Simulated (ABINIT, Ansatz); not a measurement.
# How the form of the self-energy moves the gap of Rb2NaYF6 (Fm-3m)

How much does the gap of Rb2NaYF6 (Fm-3m) depend on the approximation to the self-energy?

Program: ABINIT 10.8.3. Level of theory: PBEsol and many-body steps on it, plane waves. Results are calculated unless marked as measured.

This is a report of a sequence of runs, with most program output left out.

## 1. Set-up

The structure is cubic, space group Fm-3m (No. 225). Conventional cell: a = 8.895 Å, b = 8.895 Å, c = 8.895 Å, α = 90.00°, β = 90.00°, γ = 90.00°. Nearest to Rb lie 12 F at 3.15 Å. Nearest to Na lie 6 F at 2.28 Å. Nearest to Y lie 6 F at 2.17 Å. F has 1 Y at 2.17 Å and 1 Na at 2.28 Å and 4 Rb at 3.15 Å nearest. Farther neighbours and most contacts between anions are not listed.

The cell and positions come from the Crystallography Open Database and are kept as given unless a step says otherwise.

## 2. Empty states on the mesh, 2×2×2 mesh, 440 bands

This step: ABINIT 10.8.3; DFT, PBEsol, plane waves, norm-conserving pseudopotentials.

The sums over transitions need many empty states on a uniform mesh; this step solves for them.

Input file run.abi:

```
acell 3*1.0 Angstrom
rprim 
  -0.000000000000 4.447500000000 4.447500000000
  4.447500000000 -0.000000000000 4.447500000000
  4.447500000000 4.447500000000 -0.000000000000
ntypat 4
znucl 37 11 39 9
natom 10
typat 1 1 2 3 4 4 4 4 4 4
xred 
  0.250000000000 0.250000000000 0.250000000000
  0.750000000000 0.750000000000 0.750000000000
  0.500000000000 0.500000000000 0.500000000000
  0.000000000000 -0.000000000000 -0.000000000000
  0.756000000000 0.244000000000 0.244000000000
  0.244000000000 0.756000000000 0.244000000000
  0.244000000000 0.756000000000 0.756000000000
  0.756000000000 0.244000000000 0.756000000000
  0.244000000000 0.244000000000 0.756000000000
  0.756000000000 0.756000000000 0.244000000000
pp_dirpath "pseudos"
pseudos "Rb.upf, Na.upf, Y.upf, F.upf"
ecut 38
ngkpt 2 2 2
nshiftk 1
shiftk 0 0 0
kptopt 1
chksymbreak 0
iscf -2
irdden 1
istwfk *1
nband 440
nbdbuf 40
tolwfr 1e-09
nstep 60
prtvol 0
indata_prefix "in"
outdata_prefix "out"
tmpdata_prefix "tmp"
```

On the command line:

```sh
$ OMP_NUM_THREADS=2 mpirun -n 3 abinit run.abi > log
```

The job ended after 8.7 min (3 MPI ranks of Intel Xeon Platinum 8259CL at 2.50GHz (Skylake/Cascade Lake), shared host; peak memory 0.7 GiB; 43 min of CPU time).

This step gave:

* gap: 6.522 eV
* k of the valence top: 0, 0, 0
* k of the conduction bottom: 0, 0, 0
* least direct gap: 6.522 eV
* k points computed: 3
* lowest point of the top converged band, above the valence top: 89.6906 eV

On this mesh the gap is 6.522 eV.

The density comes from a self-consistent run that is not shown.

## 3. Screening, 2×2×2 mesh, 187 bands, screening to 141.5 eV

The RPA dielectric matrix is built and inverted for each q.

This step: RPA screening on PBEsol, plane waves, norm-conserving pseudopotentials.

run.abi: that of step 2 with these lines changed.

```diff
@@ -28,10 +28,11 @@
 chksymbreak 0
-iscf -2
-irdden 1
 istwfk *1
-nband 440
-nbdbuf 40
-tolwfr 1e-09
-nstep 60
-prtvol 0
+occopt 1
+irdwfk 1
+optdriver 3
+nband 187
+ecuteps 5.2
+inclvkb 2
+awtr 1
+symchi 1
 indata_prefix "in"
```

On the command line:

```sh
$ OMP_NUM_THREADS=1 mpirun -n 8 abinit run.abi > log
```

Run time: 84 s. Hardware: 8 MPI ranks; peak memory 4.5 GiB; 11 min of CPU time.

Numbers from this step:

```
ε∞ with local fields, on this mesh, along the program's q direction : 2.046
the same without local fields                                       : 2.262
plasma frequency                                                    : 25.04 eV
plane waves in the screening matrix                                 : 645
```

Local fields lower ε∞ by 10 %. On a Γ-centred mesh this coarse the value itself is usually too large, while a short band sum pulls it down.

## 4. G0W0, Godby-Needs plasmon pole

The self-energy is evaluated for the states that the input lists, and the levels follow from it, in one-shot runs by the linearised quasiparticle equation.

This step: G0W0 on PBEsol, plane waves, norm-conserving pseudopotentials.

run.abi: that of step 3 with these lines changed.

```diff
@@ -31,8 +31,15 @@
 irdwfk 1
-optdriver 3
+optdriver 4
 nband 187
+gwcalctyp 0
+ecutsigx 38
+symsigma 1
+nkptgw 1
+kptgw 
+  0.0000000000 0.0000000000 0.0000000000
+bdgw 
+  38 44
 ecuteps 5.2
-inclvkb 2
-awtr 1
-symchi 1
+irdscr 1
+ppmodel 1
 indata_prefix "in"
```

Run time: 24 s. Hardware: 8 MPI ranks; peak memory 4 GiB.

Numbers from this step:

| Property | Result |
| --- | --- |
| G0W0 gap on the points computed | 9.85 eV |
| starting gap on the mesh | 6.522 eV |
| k of the valence top | 0, 0, 0 |
| k of the conduction bottom | 0, 0, 0 |
| Z at the valence top | 0.806 |
| Z at the conduction bottom | 0.898 |
| least direct G0W0 gap on the computed points | 9.85 eV |

The gap on the mesh goes from 6.52 eV to 9.85 eV, a correction of +3.33 eV.

## 5. G0W0, von der Linden-Horsch plasmon pole

run.abi: that of step 4 with these lines changed.

```diff
@@ -43,3 +43,3 @@
 irdscr 1
-ppmodel 1
+ppmodel 3
 indata_prefix "in"
```

Run time: 29 s. Hardware: 8 MPI ranks; peak memory 3.1 GiB.

This step gave:

| Item | Value |
| --- | --- |
| G0W0 gap on the points computed | 10.02 eV |
| starting gap on the mesh | 6.522 eV |
| k of the valence top | 0, 0, 0 |
| k of the conduction bottom | 0, 0, 0 |
| Z at the valence top | 0.894 |
| Z at the conduction bottom | 0.94 |
| least direct G0W0 gap on the computed points | 10.02 eV |

Against G0W0 in ABINIT (2×2×2 mesh, 187 bands, screening to 141.5 eV, Godby-Needs plasmon pole), the gap moves by +0.170 eV.

## 6. G0W0, Engel-Farid plasmon pole

run.abi: that of step 5 with these lines changed.

```diff
@@ -43,3 +43,3 @@
 irdscr 1
-ppmodel 3
+ppmodel 4
 indata_prefix "in"
```

Run time: 24 s. Hardware: 8 MPI ranks; peak memory 3.8 GiB.

This step gave:

```
G0W0 gap on the points computed              : 9.84 eV
starting gap on the mesh                     : 6.522 eV
k of the valence top                         : 0, 0, 0
k of the conduction bottom                   : 0, 0, 0
least direct G0W0 gap on the computed points : 9.84 eV
```

Against G0W0 in ABINIT (2×2×2 mesh, 187 bands, screening to 141.5 eV, Godby-Needs plasmon pole), the gap moves by −0.010 eV.

## 7. One-shot Hartree-Fock

This step: one-shot Hartree-Fock on PBEsol, plane waves, norm-conserving pseudopotentials.

run.abi: that of step 6 with these lines changed.

```diff
@@ -32,4 +32,4 @@
 optdriver 4
-nband 187
-gwcalctyp 0
+nband 44
+gwcalctyp 5
 ecutsigx 38
@@ -41,5 +41,4 @@
   38 44
-ecuteps 5.2
-irdscr 1
-ppmodel 4
+ixc_sigma 40
+fftgw 31
 indata_prefix "in"
```

Wall time 8.8 s (8 MPI ranks); peak memory 2.5 GiB; 68 s of CPU time.

This step gave:

```
quasiparticle gap on the points computed              : 18.19 eV
starting gap on the mesh                              : 6.522 eV
k of the valence top                                  : 0, 0, 0
k of the conduction bottom                            : 0, 0, 0
least direct quasiparticle gap on the computed points : 18.19 eV
```

Against G0W0 in ABINIT (2×2×2 mesh, 187 bands, screening to 141.5 eV, Godby-Needs plasmon pole), the gap moves by +8.343 eV.

## 8. Screening, 2×2×2 mesh, 187 bands, screening to 141.5 eV

This step: RPA screening on PBEsol, plane waves, norm-conserving pseudopotentials.

run.abi: that of step 7 with these lines changed.

```diff
@@ -31,14 +31,14 @@
 irdwfk 1
-optdriver 4
-nband 44
-gwcalctyp 5
-ecutsigx 38
-symsigma 1
-nkptgw 1
-kptgw 
-  0.0000000000 0.0000000000 0.0000000000
-bdgw 
-  38 44
-ixc_sigma 40
-fftgw 31
+optdriver 3
+nband 187
+ecuteps 5.2
+inclvkb 2
+awtr 1
+symchi 1
+gwcalctyp 2
+nfreqre 16
+freqremax 40 eV
+nfreqim 8
+spmeth 1
+nomegasf 120
 indata_prefix "in"
```

Elapsed: 2 min, on 8 MPI ranks; peak memory 9.1 GiB; 16 min of CPU time.

Numbers from this step:

- ε∞ with local fields, on this mesh, along the program's q direction: 2.047
- the same without local fields: 2.263
- plasma frequency: 25.04 eV
- plane waves in the screening matrix: 645

## 9. G0W0, contour deformation

This step: G0W0 on PBEsol, plane waves, norm-conserving pseudopotentials.

run.abi: that of step 8 with these lines changed.

```diff
@@ -31,14 +31,15 @@
 irdwfk 1
-optdriver 3
+optdriver 4
 nband 187
+gwcalctyp 2
+ecutsigx 38
+symsigma 1
+nkptgw 1
+kptgw 
+  0.0000000000 0.0000000000 0.0000000000
+bdgw 
+  38 44
 ecuteps 5.2
-inclvkb 2
-awtr 1
-symchi 1
-gwcalctyp 2
-nfreqre 16
-freqremax 40 eV
-nfreqim 8
-spmeth 1
-nomegasf 120
+irdscr 1
+gwmem 01
 indata_prefix "in"
```

Wall time 19 s (8 MPI ranks); peak memory 3.6 GiB; 2.5 min of CPU time.

Numbers from this step:

```
G0W0 gap on the points computed              : 9.816 eV
starting gap on the mesh                     : 6.522 eV
k of the valence top                         : 0, 0, 0
k of the conduction bottom                   : 0, 0, 0
least direct G0W0 gap on the computed points : 9.816 eV
```

Against G0W0 in ABINIT (2×2×2 mesh, 187 bands, screening to 141.5 eV, Godby-Needs plasmon pole), the gap moves by −0.034 eV.

## 10. Side by side

Times are wall times on 8 MPI ranks of Intel Xeon Platinum 8259CL at 2.50GHz (Skylake/Cascade Lake), shared host, good to a factor of about two. A run's time includes the screening step that it read.

```
                                     run   mesh  bands  screening cutoff (eV)  DFT gap (eV)  gap on the mesh (eV)  direct (eV)  ε∞ used     time
          G0W0, Godby-Needs plasmon pole  2×2×2    187                  141.5         6.522                 9.850        9.850     2.05  1.8 min
G0W0, von der Linden-Horsch plasmon pole  2×2×2    187                  141.5         6.522                10.020       10.020     2.05  1.9 min
          G0W0, Engel-Farid plasmon pole  2×2×2    187                  141.5         6.522                 9.840        9.840     2.05  1.8 min
                   one-shot Hartree-Fock  2×2×2      -                      -         6.522                18.193       18.193        -    8.8 s
               G0W0, contour deformation  2×2×2    187                  141.5         6.522                 9.816        9.816     2.05  2.3 min
```

## 11. Outcome

```yaml
g0w0_godby_needs_plasmon_pole: 9.850 eV
g0w0_von_der_linden_horsch_plasmon_pole: 10.020 eV
g0w0_engel_farid_plasmon_pole: 9.840 eV
one_shot_hartree_fock: 18.193 eV
g0w0_contour_deformation: 9.816 eV
known_limits: not at the basis limit; no spin-orbit coupling; coarse k mesh
```

**Reading.** G0W0, von der Linden-Horsch plasmon pole: +0.170 eV against G0W0, Godby-Needs plasmon pole. G0W0, Engel-Farid plasmon pole: −0.010 eV against G0W0, Godby-Needs plasmon pole. One-shot Hartree-Fock: +8.343 eV against G0W0, Godby-Needs plasmon pole. G0W0, contour deformation: −0.034 eV against G0W0, Godby-Needs plasmon pole. Bare exchange alone opens the gap to 18.19 eV; against G0W0, correlation takes back 8.34 eV. Bands and cutoff are finite, so the gap is not at the basis limit. The miss can reach some tenths of an eV and take either sign; the mesh is an error of its own. In the G0W0 runs levels were corrected at 1 k point alone, so a gap called «on the mesh» is the least over those, and an edge elsewhere would be missed. The 2×2×2 mesh is coarse for this cell, which bears on the long-range parts of exchange and screening. The many-body steps are scalar-relativistic: spin-orbit coupling is not in them.

[Paths, hosts, dates, memory and timing lines, banners, echoed tables and standing remarks are left out of the program output.]

[Logs are printed without paths, hosts, clocks, repeated set-up lines and the standing remarks that a program may print on its own settings, such as how far it seeks lower states.]

[Runs of the session that timed out or met a known fault of the program may be left out.]

[Hosts, paths, dates, database ids (printed as entryN), source tags and the programs' standing remarks are cut or masked in the printed files.]

[G0W0 gaps are taken among the corrected bands and points alone; a level outside them can change the order at an edge.]

[Where Ansatz stands beside ABINIT at settings called matched, ABINIT's density can come from a denser mesh and the files from another edition; pairs whose starting gaps differed by over 0.03 eV were left out, so agreement reads better than it is.]
